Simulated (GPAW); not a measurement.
## Li/Ru(0001): work function by functional and basis

How far do functional and basis move the work function of Li/Ru(0001)?

Main program and level: GPAW 26.7.0; GPAW, PAW setups; slab in vacuum, relaxation, in the first sound run; inputs show where later runs differ.

## 1. Set-up

The cell holds 5 atoms: 4 Ru and 1 Li. Cell: a = 2.700 Å, b = 2.700 Å, c = 24.833 Å, α = 90.0°, β = 90.0°, γ = 60.0°. Vacuum lies along c.

Coordinates:

```
Ru Li
1.0
     2.70000    0.00000    0.00000
     1.35000    2.33827    0.00000
     0.00000    0.00000   24.83328
Ru Li
4 1
Direct
  0.66667 0.66667 0.32215
  0.00000 0.00000 0.40826
  0.66667 0.66667 0.49437
  0.00000 0.00000 0.58048
  0.66667 0.66667 0.67785
```

## 2. Relaxation

The atoms are relaxed first, since the surface dipole, and with it the work function, follows the positions of the outer layers. The lowest 2 atoms are held at bulk positions and keep their forces.

Input file run.py:

```python
import json
import numpy as np
from ase import Atoms
from ase.constraints import FixAtoms
from ase.optimize import BFGS
from gpaw import GPAW, PW

slab = Atoms(
    ['Ru', 'Ru', 'Ru', 'Ru', 'Li'],
    positions=[
        [2.70000, 1.55885, 8.00000],
        [0.00000, 0.00000, 10.13840],
        [2.70000, 1.55885, 12.27680],
        [0.00000, 0.00000, 14.41520],
        [2.70000, 1.55885, 16.83328]],
    cell=[[2.7, 0.0, 0.0], [1.35, 2.33827, 0.0], [0.0, 0.0, 24.83328]],
    pbc=[True, True, False])

slab.calc = GPAW(mode=PW(400), xc='PBE', kpts={'size': (13, 13, 1), 'gamma': True},
                 occupations={'name': 'fermi-dirac', 'width': 0.1}, nbands='300%',
                 convergence={'density': 1e-05}, maxiter=200,
                 poissonsolver={'dipolelayer': 'xy'},
                 symmetry={'tolerance': 1e-3, 'extra_ids': [1, 1, 0, 0, 0]}, txt='slab.txt')
result = {}
slab.set_constraint(FixAtoms([0, 1]))
path = []
opt = BFGS(slab, maxstep=0.2)
opt.attach(lambda: path.append((slab.get_potential_energy(), slab.positions.tolist(), slab.get_forces().tolist())))
result['relaxed'] = bool(opt.run(fmax=0.03, steps=40))
result['path'] = path
energy = slab.get_potential_energy()
fermi = slab.calc.get_fermi_level()
v = slab.calc.get_electrostatic_potential().mean((0, 1)) - fermi
n = slab.calc.get_pseudo_density().mean((0, 1))
L = slab.cell[2, 2]
z = np.arange(len(v)) * L / len(v)
low, high = slab.positions[:, 2].min(), slab.positions[:, 2].max()
below, above = np.interp([low - 5.8, high + 5.8], z, v)
slopes = [np.interp(x, z, np.gradient(v, z)) for x in (low - 5.8, high + 5.8)]
eps = np.array([[slab.calc.get_eigenvalues(k, s) for k in range(len(slab.calc.get_ibz_k_points()))]
                for s in range(slab.calc.get_number_of_spins())]) - fermi
top, bottom = eps[eps < 0].max(), eps[eps > 0].min()
dipole = slab.get_dipole_moment()[2]
print(f'energy {energy:.4f} eV, Fermi level {fermi:.4f} eV, dipole {dipole:.5f} e A')
print(f'potential 5.8 A off the faces, from the Fermi level: lower {below:.4f} eV, upper {above:.4f} eV')
print(f'slope of the potential there: lower {slopes[0]:.5f}, upper {slopes[1]:.5f} eV/A')
print(f'nearest levels on the mesh: {top:.4f} and {bottom:.4f} eV')
print('magnetic moment', round(slab.get_magnetic_moment(), 3))
result.update(energy=energy, fermi=fermi, dipole=dipole, below=below, above=above, slopes=slopes, edges=[top, bottom],
              z=z.tolist(), v=v.tolist(), n=n.tolist(), positions=slab.positions.tolist(),
              forces=slab.get_forces(apply_constraint=False).tolist(), moments=slab.get_magnetic_moments().tolist())
json.dump(result, open('result.json', 'w'))
```

On the command line:

```console
$ OMP_NUM_THREADS=1 OPENBLAS_NUM_THREADS=1 python run.py
```

Log:

```text
Step          Energy          fmax
BFGS:    0      -37.865078        0.445381
BFGS:    1      -37.869988        0.434133
BFGS:    2      -37.899650        0.353618
BFGS:    3      -37.903354        0.362583
BFGS:    4      -37.911687        0.217340
BFGS:    5      -37.913454        0.210039
BFGS:    6      -37.915709        0.260121
BFGS:    7      -37.918149        0.272837
BFGS:    8      -37.923151        0.229332
BFGS:    9      -37.926903        0.170868
BFGS:   10      -37.928043        0.032770
BFGS:   11      -37.928094        0.002787
energy -37.8396 eV, Fermi level 2.3689 eV, dipole 0.04696 e A
potential 5.8 A off the faces, from the Fermi level: lower 5.0616 eV, upper 3.7173 eV
slope of the potential there: lower 0.00012, upper 0.00070 eV/A
nearest levels on the mesh: -0.0512 and 0.0061 eV
magnetic moment 0.0
```

The job ended after 43 min (1 thread of Arm Neoverse V1, shared host; peak memory 0.28 GiB).

Step by step:

| step | energy less that of the first step (eV) | largest force (eV/Å) |
| --- | --- | --- |
| 1 | 0.0000 | 0.4454 |
| 2 | -0.0047 | 0.4341 |
| 3 | -0.0317 | 0.3536 |
| 4 | -0.0351 | 0.3626 |
| 5 | -0.0427 | 0.2173 |
| 6 | -0.0447 | 0.2100 |
| 7 | -0.0474 | 0.2601 |
| 8 | -0.0504 | 0.2728 |
| 9 | -0.0563 | 0.2293 |
| 10 | -0.0607 | 0.1709 |
| 11 | -0.0619 | 0.0328 |
| 12 | -0.0618 | 0.0028 |

The atoms that moved most (Å):

| atom | dx | dy | dz | length |
| --- | --- | --- | --- | --- |
| Li5 | 0.000 | 0.000 | -0.253 | 0.253 |
| Ru4 | 0.000 | 0.000 | -0.024 | 0.024 |
| Ru3 | 0.000 | 0.000 | 0.009 | 0.009 |

Final coordinates:

```cif
data_structure
_symmetry_space_group_name_H-M 'P 1'
_symmetry_Int_Tables_number 1
_cell_length_a 2.7000
_cell_length_b 2.7000
_cell_length_c 24.8333
_cell_angle_alpha 90.000
_cell_angle_beta 90.000
_cell_angle_gamma 60.000
_cell_volume 156.78
loop_
_atom_site_label
_atom_site_type_symbol
_atom_site_fract_x
_atom_site_fract_y
_atom_site_fract_z
_atom_site_occupancy
Ru1 Ru 0.66667 0.66667 0.32215 1
Ru2 Ru 0.00000 0.00000 0.40826 1
Ru3 Ru 0.66667 0.66667 0.49475 1
Ru4 Ru 0.00000 0.00000 0.57951 1
Li5 Li 0.66667 0.66667 0.66766 1
```

This step gave:

* dipole along the normal: 0.04696 e·Å
* levels nearest the Fermi level on the mesh: -0.05121, 0.006082 eV from the Fermi level
* upper work function: 3.717 eV
* lower work function: 5.062 eV

The electrostatic potential energy of an electron (without an applied field's), less the Fermi level, planar mean oscillates, so the rows of the table below give means over windows of 2.17 Å about each position, cut where the curve ends. Its maxima inside the range that stand out by 2 % of the span (Å: eV): 1.6: 5.06, 9.1: -1.86, 11.2: -1.95, 13.3: -2.18, 15.7: 0.920. Its minima: 8.0: -27.9, 10.1: -28.4, 12.3: -28.3, 14.4: -28.0, 16.7: -4.87.

The electrostatic potential energy of an electron (without an applied field's), less the Fermi level, planar mean by z; means over each step:

z (Å), electrostatic potential energy of an electron (without an applied field's), less the Fermi level, planar mean (eV) and a bar from the least value:
```
     1.08        5.0 ##############################
     3.25        5.1 ##############################
     5.42        4.8 ##############################
     7.59      -11.7 ###
     9.77      -13.4 
    11.93      -13.5 
    14.11      -13.2 
    16.27       -1.9 ###################
    18.45        2.6 ##########################
    20.62        3.7 ############################
    22.79        3.7 ############################
```

The pseudo valence density, planar mean oscillates, so the rows of the table below give means over windows of 2.07 Å about each position, cut where the curve ends. Its maxima inside the range that stand out by 2 % of the span (Å: e/Å³): 8.1: 2.61, 10.1: 2.68, 12.2: 2.60, 14.5: 2.56. Its minima: 9.1: 0.373, 11.2: 0.366, 13.2: 0.397.

The pseudo valence density, planar mean by z; means over each step:

z (Å), pseudo valence density, planar mean (e/Å³) and a bar:
```
     3.10       0.00 
     5.17       0.00 
     7.24       0.92 #######################
     9.31       1.16 #############################
    11.38       1.14 #############################
    13.45       1.18 ##############################
    15.52       0.53 ##############
    17.59       0.03 #
    19.66       0.00 
    21.73       0.00
```

The relaxation lowered the energy of the cell by 0.0618 eV (energies extrapolated to zero smearing; the optimiser's log prints free energies). The largest force left on a free atom is 0.0028 eV/Å.

## 3. Plane waves, PBE

The work function is the vacuum plateau of the electrostatic potential less the Fermi level; a dipole layer lets the two faces have plateaus of their own.

This step: GPAW, PAW setups; slab in vacuum (GPAW 26.7.0).

Changes to run.py since step 2:

```diff
@@ -3,4 +3,2 @@
 from ase import Atoms
-from ase.constraints import FixAtoms
-from ase.optimize import BFGS
 from gpaw import GPAW, PW
@@ -12,5 +10,5 @@
         [0.00000, 0.00000, 10.13840],
-        [2.70000, 1.55885, 12.27680],
-        [0.00000, 0.00000, 14.41520],
-        [2.70000, 1.55885, 16.83328]],
+        [2.70000, 1.55885, 12.28630],
+        [0.00000, 0.00000, 14.39115],
+        [2.70000, 1.55885, 16.58015]],
     cell=[[2.7, 0.0, 0.0], [1.35, 2.33827, 0.0], [0.0, 0.0, 24.83328]],
@@ -22,10 +20,4 @@
                  poissonsolver={'dipolelayer': 'xy'},
-                 symmetry={'tolerance': 1e-3, 'extra_ids': [1, 1, 0, 0, 0]}, txt='slab.txt')
+                 symmetry={'tolerance': 1e-3}, txt='slab.txt')
 result = {}
-slab.set_constraint(FixAtoms([0, 1]))
-path = []
-opt = BFGS(slab, maxstep=0.2)
-opt.attach(lambda: path.append((slab.get_potential_energy(), slab.positions.tolist(), slab.get_forces().tolist())))
-result['relaxed'] = bool(opt.run(fmax=0.03, steps=40))
-result['path'] = path
 energy = slab.get_potential_energy()
```

Log:

```text
energy -37.8396 eV, Fermi level 2.3688 eV, dipole 0.04703 e A
potential 5.8 A off the faces, from the Fermi level: lower 5.0619 eV, upper 3.7173 eV
slope of the potential there: lower 0.00006, upper 0.00071 eV/A
nearest levels on the mesh: -0.0512 and 0.0061 eV
magnetic moment 0.0
```

It took 5.1 min on 1 thread; peak memory 0.27 GiB.

This step gave:

```
dipole along the normal                    : 0.04703 e·Å
levels nearest the Fermi level on the mesh : -0.05117, 0.006073 eV from the Fermi level
```

Electrostatic potential energy of an electron (without an applied field's), less the Fermi level, planar mean against z:

z (Å), electrostatic potential energy of an electron (without an applied field's), less the Fermi level, planar mean (eV) and a bar from the least value:
```
      0.0        4.4 #############################
      0.5        5.1 ##############################
      1.0        5.1 ##############################
      1.5        5.1 ##############################
      2.0        5.1 ##############################
      2.5        5.1 ##############################
      3.0        5.1 ##############################
      3.5        5.1 ##############################
      4.0        5.1 ##############################
      4.5        5.1 ##############################
      5.0        5.0 ##############################
      5.5        4.9 ##############################
      6.0        4.7 ##############################
      6.5        3.6 #############################
      7.0       -0.1 #########################
      7.5      -12.8 ##############
      8.0      -27.8 
      8.5      -13.0 #############
      9.0       -1.9 ########################
      9.5       -8.5 ##################
     10.0      -26.6 #
     10.5      -19.0 ########
     11.0       -3.5 ######################
     11.5       -4.7 #####################
     12.0      -22.0 #####
     12.5      -24.6 ###
     13.0       -6.5 ###################
     13.5       -3.1 #######################
     14.0      -17.5 #########
     14.5      -26.9 #
     15.0       -8.8 #################
     15.5        0.4 ##########################
     16.0       -0.4 #########################
     16.5       -4.6 #####################
     17.0       -2.9 #######################
     17.5        0.5 ##########################
     18.0        2.3 ###########################
     18.5        3.1 ############################
     19.0        3.5 #############################
     19.5        3.6 #############################
     20.0        3.7 #############################
     20.5        3.7 #############################
     21.0        3.7 #############################
     21.5        3.7 #############################
     22.0        3.7 #############################
     22.5        3.7 #############################
     23.0        3.7 #############################
     23.5        3.7 #############################
     24.0        3.7 #############################
     24.5        3.8 #############################
```

The pseudo valence density, planar mean by z:

| z (Å) | pseudo valence density, planar mean (e/Å³) |
| --- | --- |
| 4.0 | 9.4e-5 |
| 4.5 | 3.3e-4 |
| 5.0 | 0.00116 |
| 5.5 | 0.00416 |
| 6.0 | 0.0142 |
| 6.5 | 0.0521 |
| 7.0 | 0.203 |
| 7.5 | 0.973 |
| 8.0 | 2.55 |
| 8.5 | 0.969 |
| 9.0 | 0.393 |
| 9.5 | 0.652 |
| 10.0 | 2.34 |
| 10.5 | 1.48 |
| 11.0 | 0.430 |
| 11.5 | 0.493 |
| 12.0 | 1.81 |
| 12.5 | 2.10 |
| 13.0 | 0.570 |
| 13.5 | 0.437 |
| 14.0 | 1.39 |
| 14.5 | 2.51 |
| 15.0 | 0.711 |
| 15.5 | 0.211 |
| 16.0 | 0.113 |
| 16.5 | 0.0529 |
| 17.0 | 0.0530 |
| 17.5 | 0.0353 |
| 18.0 | 0.0206 |
| 18.5 | 0.0105 |
| 19.0 | 0.00463 |
| 19.5 | 0.00188 |
| 20.0 | 7.3e-4 |
| 20.5 | 2.7e-4 |
| 21.0 | 1.0e-4 |

Force by atom:

| atom | x (eV/Å) | y (eV/Å) | z (eV/Å) | size |
| --- | --- | --- | --- | --- |
| Ru1 | 0.000 | 0.000 | 0.467 | 0.467 |
| Ru2 | 0.000 | 0.000 | -0.469 | 0.469 |
| Ru3 | 0.000 | 0.000 | 0.003 | 0.003 |
| Ru4 | 0.000 | 0.000 | 0.000 | 0.000 |
| Li5 | 0.000 | 0.000 | 0.000 | 0.000 |

The potential is flat to 7.1e-4 eV/Å where it is read, so the vacuum is wide enough.

## 4. Self-consistent run: xc = "RPBE"

The same geometry under RPBE, to see how far the functional moves the levels against the vacuum.

Changes to run.py since step 3:

```diff
@@ -16,3 +16,3 @@
 
-slab.calc = GPAW(mode=PW(400), xc='PBE', kpts={'size': (13, 13, 1), 'gamma': True},
+slab.calc = GPAW(mode=PW(400), xc='RPBE', kpts={'size': (13, 13, 1), 'gamma': True},
                  occupations={'name': 'fermi-dirac', 'width': 0.1}, nbands='300%',
```

Log:

```text
energy -35.1707 eV, Fermi level 2.4617 eV, dipole 0.04279 e A
potential 5.8 A off the faces, from the Fermi level: lower 4.8933 eV, upper 3.6700 eV
slope of the potential there: lower 0.00006, upper 0.00078 eV/A
nearest levels on the mesh: -0.0382 and 0.0028 eV
magnetic moment 0.0
```

Wall time 4.9 min (1 thread); peak memory 0.27 GiB.

This step gave:

- dipole along the normal: 0.04279 e·Å
- levels nearest the Fermi level on the mesh: -0.03821, 0.002766 eV from the Fermi level
- upper work function: 3.670 eV
- lower work function: 4.893 eV

The electrostatic potential energy of an electron (without an applied field's), less the Fermi level, planar mean by z:

z (Å), electrostatic potential energy of an electron (without an applied field's), less the Fermi level, planar mean (eV) and a bar from the least value:
```
      0.0        4.3 #############################
      0.5        4.9 ##############################
      1.0        4.9 ##############################
      1.5        4.9 ##############################
      2.0        4.9 ##############################
      2.5        4.9 ##############################
      3.0        4.9 ##############################
      3.5        4.9 ##############################
      4.0        4.9 ##############################
      4.5        4.9 ##############################
      5.0        4.9 ##############################
      5.5        4.8 ##############################
      6.0        4.5 ##############################
      6.5        3.5 #############################
      7.0       -0.2 #########################
      7.5      -12.9 ##############
      8.0      -27.8 
      8.5      -13.1 #############
      9.0       -2.0 ########################
      9.5       -8.6 ##################
     10.0      -26.7 #
     10.5      -19.1 ########
     11.0       -3.6 ######################
     11.5       -4.8 #####################
     12.0      -22.1 #####
     12.5      -24.6 ###
     13.0       -6.6 ###################
     13.5       -3.2 #######################
     14.0      -17.5 #########
     14.5      -26.9 #
     15.0       -8.9 #################
     15.5        0.3 ##########################
     16.0       -0.5 #########################
     16.5       -4.7 #####################
     17.0       -3.0 #######################
     17.5        0.4 ##########################
     18.0        2.2 ############################
     18.5        3.1 ############################
     19.0        3.4 #############################
     19.5        3.6 #############################
     20.0        3.6 #############################
     20.5        3.7 #############################
     21.0        3.7 #############################
     21.5        3.7 #############################
     22.0        3.7 #############################
     22.5        3.7 #############################
     23.0        3.7 #############################
     23.5        3.7 #############################
     24.0        3.7 #############################
     24.5        3.8 #############################
```

Table of pseudo valence density, planar mean by z:

| z (Å) | pseudo valence density, planar mean (e/Å³) |
| --- | --- |
| 4.0 | 1.0e-4 |
| 4.5 | 3.5e-4 |
| 5.0 | 0.00119 |
| 5.5 | 0.00407 |
| 6.0 | 0.0139 |
| 6.5 | 0.0515 |
| 7.0 | 0.203 |
| 7.5 | 0.974 |
| 8.0 | 2.55 |
| 8.5 | 0.969 |
| 9.0 | 0.392 |
| 9.5 | 0.652 |
| 10.0 | 2.34 |
| 10.5 | 1.48 |
| 11.0 | 0.429 |
| 11.5 | 0.492 |
| 12.0 | 1.81 |
| 12.5 | 2.10 |
| 13.0 | 0.569 |
| 13.5 | 0.436 |
| 14.0 | 1.39 |
| 14.5 | 2.51 |
| 15.0 | 0.711 |
| 15.5 | 0.211 |
| 16.0 | 0.113 |
| 16.5 | 0.0526 |
| 17.0 | 0.0529 |
| 17.5 | 0.0356 |
| 18.0 | 0.0210 |
| 18.5 | 0.0106 |
| 19.0 | 0.00457 |
| 19.5 | 0.00183 |
| 20.0 | 7.3e-4 |
| 20.5 | 2.8e-4 |
| 21.0 | 1.1e-4 |

Force by atom:

| atom | x (eV/Å) | y (eV/Å) | z (eV/Å) | size |
| --- | --- | --- | --- | --- |
| Ru1 | 0.000 | 0.000 | 0.257 | 0.257 |
| Ru2 | 0.000 | 0.000 | -0.465 | 0.465 |
| Ru3 | 0.000 | 0.000 | -0.008 | 0.008 |
| Ru4 | 0.000 | 0.000 | 0.121 | 0.121 |
| Li5 | 0.000 | 0.000 | 0.096 | 0.096 |

The upper face's work function is 3.670 eV, against 3.717 eV in the first plane-wave PBE run at this geometry.

## 5. Self-consistent run: xc = "vdW-DF2"

The same geometry under vdW-DF2, to see how far the functional moves the levels against the vacuum (the van der Waals functionals take revPBE setups).

Changes to run.py since step 4:

```diff
@@ -16,3 +16,3 @@
 
-slab.calc = GPAW(mode=PW(400), xc='RPBE', kpts={'size': (13, 13, 1), 'gamma': True},
+slab.calc = GPAW(mode=PW(400), xc='vdW-DF2', kpts={'size': (13, 13, 1), 'gamma': True},
                  occupations={'name': 'fermi-dirac', 'width': 0.1}, nbands='300%',
```

Log:

```text
energy -383.5317 eV, Fermi level 2.3423 eV, dipole 0.05504 e A
potential 5.8 A off the faces, from the Fermi level: lower 5.3469 eV, upper 3.7728 eV
slope of the potential there: lower -0.00015, upper 0.00137 eV/A
nearest levels on the mesh: -0.0085 and 0.0009 eV
magnetic moment 0.0
```

Run time: 18 min. Hardware: 1 thread; peak memory 0.4 GiB.

Numbers from this step:

```
dipole along the normal                    : 0.05504 e·Å
levels nearest the Fermi level on the mesh : -0.008492, 9.21e-4 eV from the Fermi level
upper work function                        : 3.773 eV
lower work function                        : 5.347 eV
```

The upper face's work function is 3.773 eV, against 3.717 eV in the first plane-wave PBE run at this geometry.

(Part 1 of 2 ends here.)

[Logs are printed without paths, hosts, clocks, repeated set-up lines and the standing remarks that a program may print on its own settings, such as how far it seeks lower states.]

[Hosts, paths, dates, database ids (printed as entryN), source tags and the programs' standing remarks are cut or masked in the printed files.]
